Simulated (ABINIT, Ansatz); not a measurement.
# Ba2IBrF2 (P4mm): G0W0 on several meshes in ABINIT

Wanted: mesh dependence and cost of G0W0 for Ba2IBrF2 (P4mm).

Calculated with ABINIT 10.8.3; PBEsol and many-body steps on it, plane waves.

**1. The starting structure**

The structure is tetragonal, space group P4mm (No. 99). Conventional cell: a = 4.623 Å, b = 4.623 Å, c = 7.991 Å, α = 90.00°, β = 90.00°, γ = 90.00°. Nearest to Ba lie 4 F at 2.70 Å and 4 I at 3.59 Å and 2 Br at 3.89 to 4.10 Å. Ba has 4 F at 2.73 Å and 4 Br at 3.50 Å and 2 I at 3.65 to 4.35 Å and 4 Ba at 4.34 Å nearest. Nearest to I lie 6 Ba at 3.59 to 4.35 Å. Nearest to Br lie 6 Ba at 3.50 to 4.10 Å and 4 F at 3.55 Å. Nearest to F lie 4 Ba at 2.70 to 2.73 Å. Farther neighbours and most contacts between anions are not listed.

As a file:

```cif
data_structure
_symmetry_space_group_name_H-M 'P 1'
_symmetry_Int_Tables_number 1
_cell_length_a 4.6234
_cell_length_b 4.6234
_cell_length_c 7.9914
_cell_angle_alpha 90.000
_cell_angle_beta 90.000
_cell_angle_gamma 90.000
_cell_volume 170.82
loop_
_atom_site_label
_atom_site_type_symbol
_atom_site_fract_x
_atom_site_fract_y
_atom_site_fract_z
_atom_site_occupancy
Ba1 Ba 0.50000 0.50000 0.82740 1
Ba2 Ba 0.00000 0.00000 0.18519 1
I3 I 0.00000 0.00000 0.64139 1
Br4 Br 0.50000 0.50000 0.34010 1
F5 F 0.50000 0.00000 0.00296 1
F6 F 0.00000 0.50000 0.00296 1
```

The cell and positions are those that the Materials Project relaxed with its own functionals (PBE, PBE+U or r2SCAN), kept fixed. Spin-orbit coupling is left out unless a step names it.

**2. Empty states on the mesh, 2×2×1 mesh, 331 bands**

This step: ABINIT 10.8.3; DFT, PBEsol, plane waves, norm-conserving pseudopotentials.

The sums over transitions need many empty states on a uniform mesh; this step solves for them.

Contents of run.abi:

```
acell 3*1.0 Angstrom
rprim 
  4.623364000000 0.000000000000 0.000000000000
  0.000000000000 4.623364000000 0.000000000000
  0.000000000000 0.000000000000 7.991386000000
ntypat 4
znucl 56 53 35 9
natom 6
typat 1 1 2 3 4 4
xred 
  0.500000000000 0.500000000000 0.827396000000
  0.000000000000 0.000000000000 0.185191000000
  0.000000000000 0.000000000000 0.641387000000
  0.500000000000 0.500000000000 0.340098000000
  0.500000000000 0.000000000000 0.002964000000
  0.000000000000 0.500000000000 0.002964000000
pp_dirpath "pseudos"
pseudos "Ba.upf, I.upf, Br.upf, F.upf"
ecut 36
ngkpt 2 2 1
nshiftk 1
shiftk 0 0 0
kptopt 1
chksymbreak 0
iscf -2
irdden 1
istwfk *1
nband 331
nbdbuf 30
tolwfr 1e-09
nstep 60
prtvol 0
indata_prefix "in"
outdata_prefix "out"
tmpdata_prefix "tmp"
```

Launch:

```sh
$ OMP_NUM_THREADS=1 mpirun -n 4 abinit run.abi > log
```

Numbers of over 12 decimals in the logs are rounded to 6 here.

Output:

```text
.Version 10.8.3 of ABINIT. v10.8.2 released Aug 2026.

 Symmetries : space group P4 m m (# 99); Bravais tP (primitive tetrag.)
[... echo of the input left out ...]
== DATASET  1 ==================================================================
-   mpi_nproc: 4, omp_nthreads: 1 (-1 if OMP is not activated)
-    --> not optimal distribution: autoparal keyword recommended in input file <--

--- !DatasetInfo
iteration_state: {dtset: 1, }
dimensions: {natom: 6, nkpt: 3, mband: 331, nsppol: 1, nspinor: 1, nspden: 1, mpw: 11965, }
cutoff_energies: {ecut:  36.0, pawecutdg:  -1.0, }
[...]
2.90795    2.91007    2.91007    2.92520    2.92536    2.92536    2.94624    2.94866
   2.95781    2.95781    2.95943    2.99941    3.02249    3.02513    3.02831    3.03277
   3.04838    3.05343    3.05796
 prteigrs : prtvol=0 or 1, do not print more k-points.

== END DATASET(S) ==============================================================
================================================================================

 -outvars: echo values of variables after computation  --------
            nband         331
             nkpt           3
          spgroup          99
 [... the other variables as echoed above ...]

 Calculation completed.
```

The job ended after 4.6 min (4 MPI ranks of Arm Neoverse V1, shared host; peak memory 0.57 GiB).

This step gave:

```yaml
gap: 4.250 eV
k_of_the_valence_top: 0, 0, 0
k_of_the_conduction_bottom: 0, 0, 0
least_direct_gap: 4.250 eV
k_points_computed: 3
lowest_point_of_the_top_converged_band_above_the_valence_top: 73.9342 eV
```

On this mesh the gap is 4.250 eV.

The density comes from a self-consistent run that is not shown.

**3. Screening, 2×2×1 mesh, 137 bands, screening to 114.3 eV**

The RPA dielectric matrix is built and inverted for each q.

This step: RPA screening on PBEsol, plane waves, norm-conserving pseudopotentials.

Edit run.abi of step 2 so:

```diff
@@ -24,10 +24,11 @@
 chksymbreak 0
-iscf -2
-irdden 1
 istwfk *1
-nband 331
-nbdbuf 30
-tolwfr 1e-09
-nstep 60
-prtvol 0
+occopt 1
+irdwfk 1
+optdriver 3
+nband 137
+ecuteps 4.2
+inclvkb 2
+awtr 1
+symchi 1
 indata_prefix "in"
```

Output:

```text
.Version 10.8.3 of ABINIT. v10.8.2 released Aug 2026.

 Symmetries : space group P4 m m (# 99); Bravais tP (primitive tetrag.)
[... echo of the input left out ...]
== DATASET  1 ==================================================================
-   mpi_nproc: 4, omp_nthreads: 1 (-1 if OMP is not activated)

--- !DatasetInfo
iteration_state: {dtset: 1, }
dimensions: {natom: 6, nkpt: 3, mband: 137, nsppol: 1, nspinor: 1, nspden: 1, mpw: 11965, }
cutoff_energies: {ecut:  36.0, pawecutdg:  -1.0, }
electrons: {nelect:   4.80000000E+01, charge:   0.00000000E+00, occopt:   1.00000000E+00, tsmear:   1.00000000E-02, }

 SCREENING: Calculation of the susceptibility and dielectric matrices

 Based on a program developped by R.W. Godby, V. Olevano, G. Onida, and L. Reining.
 Incorporated in ABINIT by V. Olevano, G.-M. Rignanese, and M. Torrent.
.Using double precision arithmetic ; gwpc =  8

[... cell and pseudopotentials left out ...]
--------------------------------------------------------------------------------

 ==== K-mesh for the wavefunctions ====
 Number of points in the irreducible wedge :     3
[... list of points left out ...]
 Together with  8 symmetry operations and time-reversal symmetry
 yields     4 points in the full Brillouin Zone.

 ==== Q-mesh for the screening function ====
 Number of points in the irreducible wedge :     3
[... list of points left out ...]
 Together with  8 symmetry operations and time-reversal symmetry
 yields     4 points in the full Brillouin Zone.

 setmesh: FFT mesh size selected  =    32x   32x   60
          total number of points  =        61440

 vcoul_init : cutoff-mode = AUXILIARY_FUNCTION
 q-points for optical limit:   1
     1)      0.000010    0.000020    0.000030

- screening: taking advantage of time-reversal symmetry
- Maximum band index for partially occupied states nbvw = 24
- Remaining bands to be divided among processors   nbcw = 113
- Number of bands treated by each node ~28

 Number of electrons calculated from density =   48.0000; Expected =   48.0000
 average of density, n =  0.041640
 r_s =    1.7898
 omega_plasma =   19.6838 [eV]

 calculating chi0 at frequencies [eV] :
  1    0.000000E+00    0.000000E+00
  2    0.000000E+00    1.968379E+01

--------------------------------------------------------------------------------
  q-point number  1        q = ( 0.000000, 0.000000, 0.000000) [r.l.u.]
--------------------------------------------------------------------------------
[... chi0 elements left out ...]
 For q-point:  0.000010 0.000020 0.000030
  dielectric constant =   3.6807
  dielectric constant without local fields =   4.3144

  Average fulfillment of the sum rule on Im[epsilon] for q-point    1 :     66.96  [%]
[... wings left out ...]
  q-point number  2        q = ( 0.500000, 0.000000, 0.000000) [r.l.u.]
--------------------------------------------------------------------------------
[... chi0 elements left out ...]
  Average fulfillment of the sum rule on Im[epsilon] for q-point    2 :     70.79  [%]

 [... 1 further q-points ...]
```

Elapsed: 35 s, on 4 MPI ranks; peak memory 1.3 GiB.

Numbers from this step:

- ε∞ with local fields, on this mesh, along the program's q direction: 3.681
- the same without local fields: 4.314
- plasma frequency: 19.68 eV
- plane waves in the screening matrix: 461

Local fields lower ε∞ by 15 %. On a Γ-centred mesh this coarse the value itself is usually too large, while a short band sum pulls it down.

**4. 2×2×1**

The self-energy is evaluated for the states that the input lists, and the levels follow from it, in one-shot runs by the linearised quasiparticle equation.

This step: G0W0 on PBEsol, plane waves, norm-conserving pseudopotentials.

Edit run.abi of step 3 so:

```diff
@@ -27,8 +27,15 @@
 irdwfk 1
-optdriver 3
+optdriver 4
 nband 137
+gwcalctyp 0
+ecutsigx 36
+symsigma 1
+nkptgw 1
+kptgw 
+  0.0000000000 0.0000000000 0.0000000000
+bdgw 
+  23 26
 ecuteps 4.2
-inclvkb 2
-awtr 1
-symchi 1
+irdscr 1
+ppmodel 1
 indata_prefix "in"
```

Output:

```text
.Version 10.8.3 of ABINIT. v10.8.2 released Aug 2026.

 Symmetries : space group P4 m m (# 99); Bravais tP (primitive tetrag.)
[... echo of the input left out ...]
== DATASET  1 ==================================================================
-   mpi_nproc: 4, omp_nthreads: 1 (-1 if OMP is not activated)

--- !DatasetInfo
iteration_state: {dtset: 1, }
dimensions: {natom: 6, nkpt: 3, mband: 137, nsppol: 1, nspinor: 1, nspden: 1, mpw: 11965, }
cutoff_energies: {ecut:  36.0, pawecutdg:  -1.0, }
electrons: {nelect:   4.80000000E+01, charge:   0.00000000E+00, occopt:   1.00000000E+00, tsmear:   1.00000000E-02, }

 SIGMA: Calculation of the GW corrections

 Based on a program developped by R.W. Godby, V. Olevano, G. Onida, and L. Reining.
 Incorporated in ABINIT by V. Olevano, G.-M. Rignanese, and M. Torrent.
.Using double precision arithmetic ; gwpc =  8

[... cell and pseudopotentials left out ...]
--------------------------------------------------------------------------------

 ==== K-mesh for the wavefunctions ====
 Number of points in the irreducible wedge :     3
[... list of points left out ...]
 Together with  8 symmetry operations and time-reversal symmetry
 yields     4 points in the full Brillouin Zone.

 ==== Q-mesh for screening function ====
 Number of points in the irreducible wedge :     3
[... list of points left out ...]
 Together with  8 symmetry operations and time-reversal symmetry
 yields     4 points in the full Brillouin Zone.

 vcoul_init : cutoff-mode = AUXILIARY_FUNCTION
 q-points for optical limit:   1
     1)      0.000010    0.000020    0.000030
 setmesh: FFT mesh size selected  =    48x   48x   81
          total number of points  =       186624

 Number of electrons calculated from density =   48.0000; Expected =   48.0000
 average of density, n =  0.041640
 r_s =    1.7898
 omega_plasma =   19.6838 [eV]

 === KS Band Gaps ===
  >>>> For spin  1
   Minimum direct gap =   4.2500 [eV], located at k-point      :   0.0000  0.0000  0.0000
   Fundamental gap    =   4.2500 [eV], Top of valence bands at :   0.0000  0.0000  0.0000
                                       Bottom of conduction at :   0.0000  0.0000  0.0000
 SIGMA fundamental parameters:
 PLASMON POLE MODEL  1
 number of plane-waves for SigmaX                11965
 number of plane-waves for SigmaC and W            461
 number of plane-waves for wavefunctions         11965
 number of bands                                   137
 number of independent spin polarizations            1
 number of spinorial components                      1
 number of k-points in IBZ                           3
 number of q-points in IBZ                           3
 number of symmetry operations                       8
 number of k-points in BZ                            4
 number of q-points in BZ                            4
 number of frequencies for dSigma/dE                 9
 frequency step for dSigma/dE [eV]                0.25
 number of omega for Sigma on real axis              0
 max omega for Sigma on real axis  [eV]           0.00
 zcut for avoiding poles [eV]                     0.10

 EPSILON^-1 parameters (SCR file):
 dimension of the eps^-1 matrix on file            461
 dimension of the eps^-1 matrix used               461
 number of plane-waves for wavefunctions         11965
 number of bands                                   137
 number of q-points in IBZ                           3
 number of frequencies                               2
 number of real frequencies                          1
 number of imag frequencies                          1

 matrix elements of self-energy operator (all in [eV])

 Perturbative Calculation

--- !SelfEnergy_ee
iteration_state: {dtset: 1, }
kpoint     : [   0.000,    0.000,    0.000, ]
spin       : 1
KS_gap     :    4.250
QP_gap     :    6.170
Delta_QP_KS:    1.920
data: !SigmaeeData |
     Band     E0 <VxcDFT>   SigX SigC(E0)      Z dSigC/dE  Sig(E)    E-E0       E
       23   2.397 -11.959 -15.261   2.161   0.820  -0.220 -12.895  -0.936   1.461
       24   2.397 -11.959 -15.261   2.161   0.820  -0.220 -12.895  -0.936   1.461
       25   6.647  -8.509  -4.148  -3.193   0.842  -0.187  -7.525   0.984   7.631
       26   6.953  -8.356  -3.825  -3.350   0.845  -0.183  -7.357   0.999   7.952

== END DATASET(S) ==============================================================
================================================================================

 -outvars: echo values of variables after computation  --------
           etotal      0.0000000000E+00
            nband         137
             nkpt           3
          spgroup          99
 [... the other variables as echoed above ...]

 Calculation completed.
```

Elapsed: 9.8 s, on 4 MPI ranks; peak memory 0.98 GiB.

This step gave:

- G0W0 gap on the points computed: 6.17 eV
- starting gap on the mesh: 4.250 eV
- k of the valence top: 0, 0, 0
- k of the conduction bottom: 0, 0, 0
- Z at the valence top: 0.82
- Z at the conduction bottom: 0.842
- least direct G0W0 gap on the computed points: 6.17 eV

The gap on the mesh goes from 4.25 eV to 6.17 eV, a correction of +1.92 eV.

**5. Empty states on the mesh, 4×4×2 mesh, 149 bands**

This step: DFT, PBEsol, plane waves, norm-conserving pseudopotentials.

Edit run.abi of step 4 so:

```diff
@@ -19,3 +19,3 @@
 ecut 36
-ngkpt 2 2 1
+ngkpt 4 4 2
 nshiftk 1
@@ -24,18 +24,10 @@
 chksymbreak 0
+iscf -2
+irdden 1
 istwfk *1
-occopt 1
-irdwfk 1
-optdriver 4
-nband 137
-gwcalctyp 0
-ecutsigx 36
-symsigma 1
-nkptgw 1
-kptgw 
-  0.0000000000 0.0000000000 0.0000000000
-bdgw 
-  23 26
-ecuteps 4.2
-irdscr 1
-ppmodel 1
+nband 149
+nbdbuf 12
+tolwfr 1e-09
+nstep 60
+prtvol 0
 indata_prefix "in"
```

Output:

```text
.Version 10.8.3 of ABINIT. v10.8.2 released Aug 2026.

 Symmetries : space group P4 m m (# 99); Bravais tP (primitive tetrag.)
[... echo of the input left out ...]
== DATASET  1 ==================================================================
-   mpi_nproc: 4, omp_nthreads: 1 (-1 if OMP is not activated)

--- !DatasetInfo
iteration_state: {dtset: 1, }
dimensions: {natom: 6, nkpt: 12, mband: 149, nsppol: 1, nspinor: 1, nspden: 1, mpw: 11965, }
cutoff_energies: {ecut:  36.0, pawecutdg:  -1.0, }
[...]
1.45109    1.49738    1.49738    1.50075    1.50075    1.51934    1.52262    1.55838
   1.56281    1.56281    1.56434    1.57050    1.57768    1.57829    1.57829    1.60965
   1.61927    1.61928    1.64495    1.64521    1.64731
 prteigrs : prtvol=0 or 1, do not print more k-points.

== END DATASET(S) ==============================================================
================================================================================

 -outvars: echo values of variables after computation  --------
            nband         149
             nkpt          12
          spgroup          99
 [... the other variables as echoed above ...]

 Calculation completed.
```

It took 3.9 min on 4 MPI ranks; peak memory 0.74 GiB.

This step gave:

- gap: 4.250 eV
- k of the valence top: 0, 0, 0
- k of the conduction bottom: 0, 0, 0
- least direct gap: 4.250 eV
- k points computed: 12
- lowest point of the top converged band, above the valence top: 38.74 eV

On this mesh the gap is 4.250 eV.

(Part 1 of 2 ends here.)

[Paths, hosts, dates, memory and timing lines, banners, echoed tables and standing remarks are left out of the program output.]

[Logs are printed without paths, hosts, clocks, repeated set-up lines and the standing remarks that a program may print on its own settings, such as how far it seeks lower states.]

[Runs of the session that timed out or met a known fault of the program may be left out.]

[No measured gap is set beside runs whose start may be inverted or whose files or cutoffs have a known fault.]

[Hosts, paths, dates, database ids (printed as entryN), source tags and the programs' standing remarks are cut or masked in the printed files.]

[G0W0 gaps are taken among the corrected bands and points alone; a level outside them can change the order at an edge.]

[Where Ansatz stands beside ABINIT at settings called matched, ABINIT's density can come from a denser mesh and the files from another edition; pairs whose starting gaps differed by over 0.03 eV were left out, so agreement reads better than it is.]
